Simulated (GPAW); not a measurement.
## MnO2 (Fd-3m): the O K absorption edge

What does one-electron theory with a core hole give for the O K edge of MnO2 (Fd-3m)?

Program: GPAW 26.7.0. Level of theory: X-ray absorption from dipole matrix elements to empty bands, plane-wave PAW LDA+U. Results are calculated unless marked as measured.

### 1. Starting point

It takes space group Fd-3m (No. 227, cubic). Conventional cell: a = 8.040 Å, b = 8.040 Å, c = 8.040 Å, α = 90.00°, β = 90.00°, γ = 90.00°. Nearest to Mn lie 6 O at 1.90 Å. Nearest to O lie 3 Mn at 1.90 Å. Farther neighbours and most contacts between anions are not listed.

### 2. The field without a hole

A plain self-consistent run shows whether there is a gap and which moments survive; both decide the set-up of the core-hole run.

scf.py reads:

```python
import numpy as np
from ase import Atoms
from ase.parallel import parprint, paropen
from gpaw import GPAW, PW, FermiDirac, Mixer, MixerDif, setup_paths
from gpaw.test import gen
setup_paths.insert(0, '.')
gen('O', name='nch1s', xcname='LDA', corehole=(1, 0, 0), write_xml=True)
from gpaw.mpi import world
world.barrier()

atoms = Atoms('Mn4O8',
    cell=[[0, 4.01999251, 4.01999251],
     [4.01999251, 0, 4.01999251],
     [4.01999251, 4.01999251, 0]],
    scaled_positions=[[0.125, 0.125, 0.125],
     [0.125, 0.125, 0.625],
     [0.625, 0.125, 0.125],
     [0.125, 0.625, 0.125],
     [0.36095376, 0.36095376, 0.36095376],
     [0.36095376, 0.36095376, 0.91713871],
     [0.91713871, 0.36095376, 0.36095376],
     [0.36095376, 0.91713871, 0.36095376],
     [0.88904624, 0.88904624, 0.33286129],
     [0.88904624, 0.88904624, 0.88904624],
     [0.88904624, 0.33286129, 0.88904624],
     [0.33286129, 0.88904624, 0.88904624]],
    magmoms=[4.0, -4.0, 4.0, -4.0, 0.0, 0.0, 0.0, 0.0, 0.0, 0.0, 0.0, 0.0],
    pbc=True)
atoms.calc = calc = GPAW(legacy_gpaw=True, mode=PW(500, force_complex_dtype=True), xc='LDA', setups={'Mn': ':d,5', 4: 'nch1s'},
    kpts={'size': (3, 3, 3), 'gamma': True}, occupations=FermiDirac(0.05),
    charge=0, mixer=MixerDif(0.05, 8, 50), maxiter=150,
    convergence={'density': 0.0001, 'eigenstates': 1e-6}, txt='scf.txt')
energy = atoms.get_potential_energy() + calc.get_reference_energy()
ef = calc.get_fermi_level()
out = dict(energy=energy, fermi=ef, forces=atoms.get_forces().tolist(), magmoms=atoms.get_magnetic_moments().tolist())
parprint(f'all-electron energy {energy:.4f} eV, Fermi level {ef:.4f} eV')
ev = np.array([[calc.get_eigenvalues(k, s) for k in range(len(calc.get_ibz_k_points()))] for s in range(calc.get_number_of_spins())])
out['homo'], out['lumo'], out['counts'] = ev[ev < ef].max(), ev[ev > ef].min(), sorted(set((ev < ef).sum((0, 2)).tolist()))
out['filled'] = (ev[:, 0] < ef).sum(1).tolist()
import json
with paropen('out.json', 'w') as f:
    json.dump(out, f)
```

Run with:

```console
OMP_NUM_THREADS=1 mpirun -n 4 gpaw python scf.py
```

Numbers of over 12 decimals in the logs are rounded to 6 here.

What it wrote:

```text
Input parameters:
  convergence: {density: 0.0001,
                eigenstates: 1e-06}
  kpts: {gamma: True,
         size: (3, 3, 3)}
  maxiter: 150
  mixer: {backend: pulay,
          beta: 0.05,
          method: difference,
          nmaxold: 8,
          weight: 50}
  mode: {ecut: 500.0,
         force_complex_dtype: True,
         name: pw}
  occupations: {fixmagmom: False,
                name: fermi-dirac,
                width: 0.05}
  setups: {4: nch1s,
           Mn: :d,5}

Initialize ...

[... PAW data sets ...]

Reference energy: -142045.152443  # eV

Spin-polarized calculation.
Initial magnetic moment: 0.000000

[... convergence settings ...]
Symmetries present (total): 2
  [... symmetry matrices ...]

27 k-points: 3 x 3 x 3 Monkhorst-Pack grid
10 k-points in the irreducible part of the Brillouin zone
       k-points in crystal coordinates                weights
   0:     0.00000000    0.00000000    0.00000000          1/27
   1:     0.00000000    0.33333333   -0.33333333          2/27
   2:     0.00000000    0.33333333    0.00000000          4/27
   3:     0.00000000    0.33333333    0.33333333          2/27
   4:     0.33333333   -0.33333333   -0.33333333          2/27
   5:     0.33333333    0.00000000   -0.33333333          4/27
   6:     0.33333333    0.00000000    0.00000000          2/27
   7:     0.33333333    0.33333333   -0.33333333          4/27
   8:     0.33333333    0.33333333    0.00000000          4/27
   9:     0.33333333    0.33333333    0.33333333          2/27

Wave functions: Plane wave expansion
  Cutoff energy: 500.000 eV
  Number of coefficients (min, max): 3287, 3305
  Pulay-stress correction: 0.000000 eV/Ang^3 (de/decut=0.000000)
  Using FFTW library
  Wavefunction extrapolation:
    Improved wavefunction reuse through dual PAW basis

Occupation numbers: Fermi-Dirac:
  width: 0.0500  # eV

Eigensolver
   Davidson(niter=2)

Densities:
  Coarse grid: 30*30*30 grid
  Fine grid: 60*60*60 grid
  Total Charge: 0.000000

Density mixing:
  Method: difference
  Backend: pulay
  Linear mixing parameter: 0.05
  old densities: 8
  Width of damping distribution: 1.1
  Damping of long wavelength oscillations: 50

[... Hamiltonian set-up ...]
Number of atoms: 12
Number of atomic orbitals: 84
Number of bands in calculation: 69
Number of valence electrons: 108
Bands to converge: occupied

... initialized

Initializing position-dependent things.

Density initialized from atomic densities
Creating initial wave functions:
  69 bands from LCAO basis set

                          O
                   O
                    O
              O
                  O      O

                    O
        Mn   O
            Mn
             Mn
       Mn

Atomic positions and initial magnetic moments

Positions:
   0 Mn     1.004998    1.004998    1.004998    ( 0.0000,  0.0000,  4.0000)
   1 Mn     3.014994    3.014994    1.004998    ( 0.0000,  0.0000, -4.0000)
   2 Mn     1.004998    3.014994    3.014994    ( 0.0000,  0.0000,  4.0000)
   3 Mn     3.014994    1.004998    3.014994    ( 0.0000,  0.0000, -4.0000)
   4 O      2.902063    2.902063    2.902063    ( 0.0000,  0.0000,  0.0000)
   5 O      5.137922    5.137922    2.902063    ( 0.0000,  0.0000,  0.0000)
   6 O      2.902063    5.137922    5.137922    ( 0.0000,  0.0000,  0.0000)
   7 O      5.137922    2.902063    5.137922    ( 0.0000,  0.0000,  0.0000)
   8 O      4.912059    4.912059    7.147918    ( 0.0000,  0.0000,  0.0000)
   9 O      7.147918    7.147918    7.147918    ( 0.0000,  0.0000,  0.0000)
  10 O      4.912059    7.147918    4.912059    ( 0.0000,  0.0000,  0.0000)
  11 O      7.147918    4.912059    4.912059    ( 0.0000,  0.0000,  0.0000)

Unit cell:
           periodic     x           y           z      points  spacing
  1. axis:    yes    0.000000    4.019993    4.019993    30     0.1547
[...]
iter:   6   -95.018965   -1.15  -1.33    -0.0000
iter:   7   -96.466253   -1.14  -2.11    -0.0000
iter:   8   -94.879814   -1.57  -1.65    -0.0000
iter:   9   -94.854875   -3.03  -2.51    -0.0000
iter:  10   -94.874342c  -3.34  -2.80    +0.0000
iter:  11   -94.859274c  -3.74  -2.79    +0.0000
iter:  12   -94.870343c  -4.79  -3.17    +0.0000
iter:  13   -94.873759c  -4.23  -3.20    -0.0000
iter:  14   -94.874673c  -4.77  -3.58    -0.0000
iter:  15   -94.874361c  -5.18  -3.48    -0.0000
iter:  16   -94.874365c  -6.42c -3.97    -0.0000
iter:  17   -94.874367c  -5.80  -4.03c   -0.0000
iter:  18   -94.874361c  -7.41c -4.34c   -0.0000

Converged after 18 iterations.

Dipole moment: (-2.885211, -2.885210, -2.885210) |e|*Ang

Total magnetic moment: (0.000000, 0.000000, -0.000000)
Local magnetic moments:
   0 Mn ( 0.000000,  0.000000,  3.098121)
   1 Mn ( 0.000000,  0.000000, -3.098118)
   2 Mn ( 0.000000,  0.000000,  3.098119)
   3 Mn ( 0.000000,  0.000000, -3.098118)
   4 O  ( 0.000000,  0.000000,  0.027619)
   5 O  ( 0.000000,  0.000000, -0.027619)
   6 O  ( 0.000000,  0.000000,  0.027619)
   7 O  ( 0.000000,  0.000000, -0.027619)
   8 O  ( 0.000000,  0.000000, -0.027619)
   9 O  ( 0.000000,  0.000000,  0.027618)
  10 O  ( 0.000000,  0.000000, -0.027619)
  11 O  ( 0.000000,  0.000000,  0.027618)

Energy contributions relative to reference atoms: (reference = -142045.152443)

Kinetic:        +80.379635
Potential:      -81.483300
External:        +0.000000
XC:             -93.950440
Entropy (-ST):   -0.000000
Local:           +0.179744
SIC:             +0.000000
--------------------------
Free energy:    -94.874361
Extrapolated:   -94.874361

Spin contamination: 6.992816 electrons
Showing only first 2 kpts
                      Up                     Down
 Kpt  Band  Eigenvalues  Occupancy  Eigenvalues  Occupancy
  0    52      2.70434    1.00000      2.70434    1.00000
  0    53      2.72777    1.00000      2.72776    1.00000
  0    54      5.36356    0.00000      5.36355    0.00000
  0    55      5.45896    0.00000      5.45897    0.00000

  1    52      2.50609    1.00000      2.28313    1.00000
  1    53      2.68701    1.00000      2.56179    1.00000
  1    54      5.30452    0.00000      5.31894    0.00000
  1    55      5.51683    0.00000      5.45869    0.00000

Fermi level: 3.90017

Gap: 2.292 eV
Transition (v -> c):
  (s=0, k=9, n=53, [0.33, 0.33, 0.33]) -> (s=0, k=8, n=54, [0.33, 0.33, 0.00])
Direct/indirect transitions are different
Direct gap: 2.373 eV
Transition at: (s=0, k=8, n=53, [0.33, 0.33, 0.00])

Forces in eV/Ang:
  0 Mn    0.00004    0.00004    0.00004
  1 Mn   -0.00004   -0.00004    0.00005
  2 Mn    0.00004   -0.00004   -0.00004
  3 Mn   -0.00004    0.00005   -0.00004
  4 O     0.01043   -0.05256   -0.05256
  5 O    -0.01105    0.05195   -0.05122
  6 O     0.01178    0.05194    0.05194
  7 O    -0.01105   -0.05122    0.05195
  8 O     0.01113   -0.05186    0.05137
  9 O    -0.01037    0.05263    0.05263
 10 O     0.01113    0.05137   -0.05186
 11 O    -0.01163   -0.05186   -0.05186
Scalar-relativistic atomic LDA calculation for O (Oxygen, Z=8)
Core hole in 1s state (1s occupation: 2.0)
300 radial gridpoints.
|------------------------------------------------|
|------------------------------------------------|
[... the atom generator's iteration count ...]

Energy contributions:
-------------------------
Kinetic:      +74.266897
XC:            -7.772280
Potential:   -141.018865
-------------------------
Total:        -74.524248

state      eigenvalue         ekin         rmax
-----------------------------------------------
1s^2.0 :   -18.772897    28.821965        0.130
2s^2.0 :    -0.872866     3.204810        0.874
2p^4.0 :    -0.337925     2.553337        0.813
-----------------------------------------------
(units: Bohr and Hartree)

Generating PAW setup
Kinetic energy of the core from tauc = 57.689706
Cutoffs:
rc(s)=1.300
rc(p)=1.130
rc(d)=1.170
rc(vbar)=1.300
rc(comp)=1.260
rc(nct)=1.300

Kinetic energy of the core states: 57.643930
Charge: 0.0
Core electrons: 2.0
Valence electrons: 6.0
Pseudo-core charge: 0.000776
Shape function alpha=6.299
Pseudo-electron charge 5.666261
state    eigenvalue         norm
--------------------------------
2s(2) :    -0.872866     1.079797
*s    :     0.127134
2p(4) :    -0.337925     0.876472
*p    :     0.662075
*d    :     0.000000
--------------------------------

Diagonalizing with gridspacing h=0.050

state   all-electron     PAW
-------------------------------
2s:      -0.872866    -0.873954
2p:      -0.337925    -0.341740
*d:                    0.050276
*f:                    0.077289
-------------------------------
all-electron energy -142140.0268 eV, Fermi level 3.9002 eV
```

The job ended after 33 s (4 MPI ranks of Intel Xeon Platinum 8559C (Emerald Rapids), shared host; peak memory 0.29 GiB).

The mesh shows a gap of 2.29 eV, so the hole is first treated in a charged cell, without the excited electron.

Site moments (μB): 3.10, -3.10, 3.10, -3.10, 0.03, -0.03, 0.03, -0.03, -0.03, 0.03, -0.03, 0.03.

### 3. Reference energy of the cell

The photon energy needs a difference of total energies, so the cell and mesh of the coming hole run are first run without a hole.

Changes to scf.py since step 2:

```diff
@@ -29,3 +29,3 @@
 atoms.calc = calc = GPAW(legacy_gpaw=True, mode=PW(500, force_complex_dtype=True), xc='LDA', setups={'Mn': ':d,5', 4: 'nch1s'},
-    kpts={'size': (3, 3, 3), 'gamma': True}, occupations=FermiDirac(0.05),
+    kpts={'size': (3, 3, 3), 'gamma': True}, occupations=FermiDirac(0.02),
     charge=0, mixer=MixerDif(0.05, 8, 50), maxiter=150,
```

What it wrote:

```text
Input parameters:
  convergence: {density: 0.0001,
                eigenstates: 1e-06}
  kpts: {gamma: True,
         size: (3, 3, 3)}
  maxiter: 150
  mixer: {backend: pulay,
          beta: 0.05,
          method: difference,
          nmaxold: 8,
          weight: 50}
  mode: {ecut: 500.0,
         force_complex_dtype: True,
         name: pw}
  occupations: {fixmagmom: False,
                name: fermi-dirac,
[...]
2s(2) :    -0.872866     1.079797
*s    :     0.127134
2p(4) :    -0.337925     0.876472
*p    :     0.662075
*d    :     0.000000
--------------------------------

Diagonalizing with gridspacing h=0.050

state   all-electron     PAW
-------------------------------
2s:      -0.872866    -0.873954
2p:      -0.337925    -0.341740
*d:                    0.050276
*f:                    0.077289
-------------------------------
all-electron energy -142140.0268 eV, Fermi level 3.8448 eV
[key lines of the parts left out:]
Converged after 18 iterations.
Dipole moment: (-2.885211, -2.885210, -2.885210) |e|*Ang
Free energy:    -94.874361
Fermi level: 3.84479
```

The job ended after 34 s (4 MPI ranks; peak memory 0.29 GiB; 2.3 min of CPU time).

Reference energy: -142140.027 eV with the cores included.

(Part 1 of 2 ends here.)

[Banner, clock and machine lines of the logs are left out without a mark of their own.]

[Logs are printed without paths, hosts, clocks, repeated set-up lines and the standing remarks that a program may print on its own settings, such as how far it seeks lower states.]

[Hosts, paths, dates, database ids (printed as entryN), source tags and the programs' standing remarks are cut or masked in the printed files.]

[Lists of maxima count a maximum above −3 eV only where it reaches 4 % of the highest in the window and stands out from its surroundings by 2 % of it (1.5 % where it reaches 55 %); shoulders and weaker maxima are passed over, and of the rest the first, up to two pre-edge ones and the few strongest are named.]
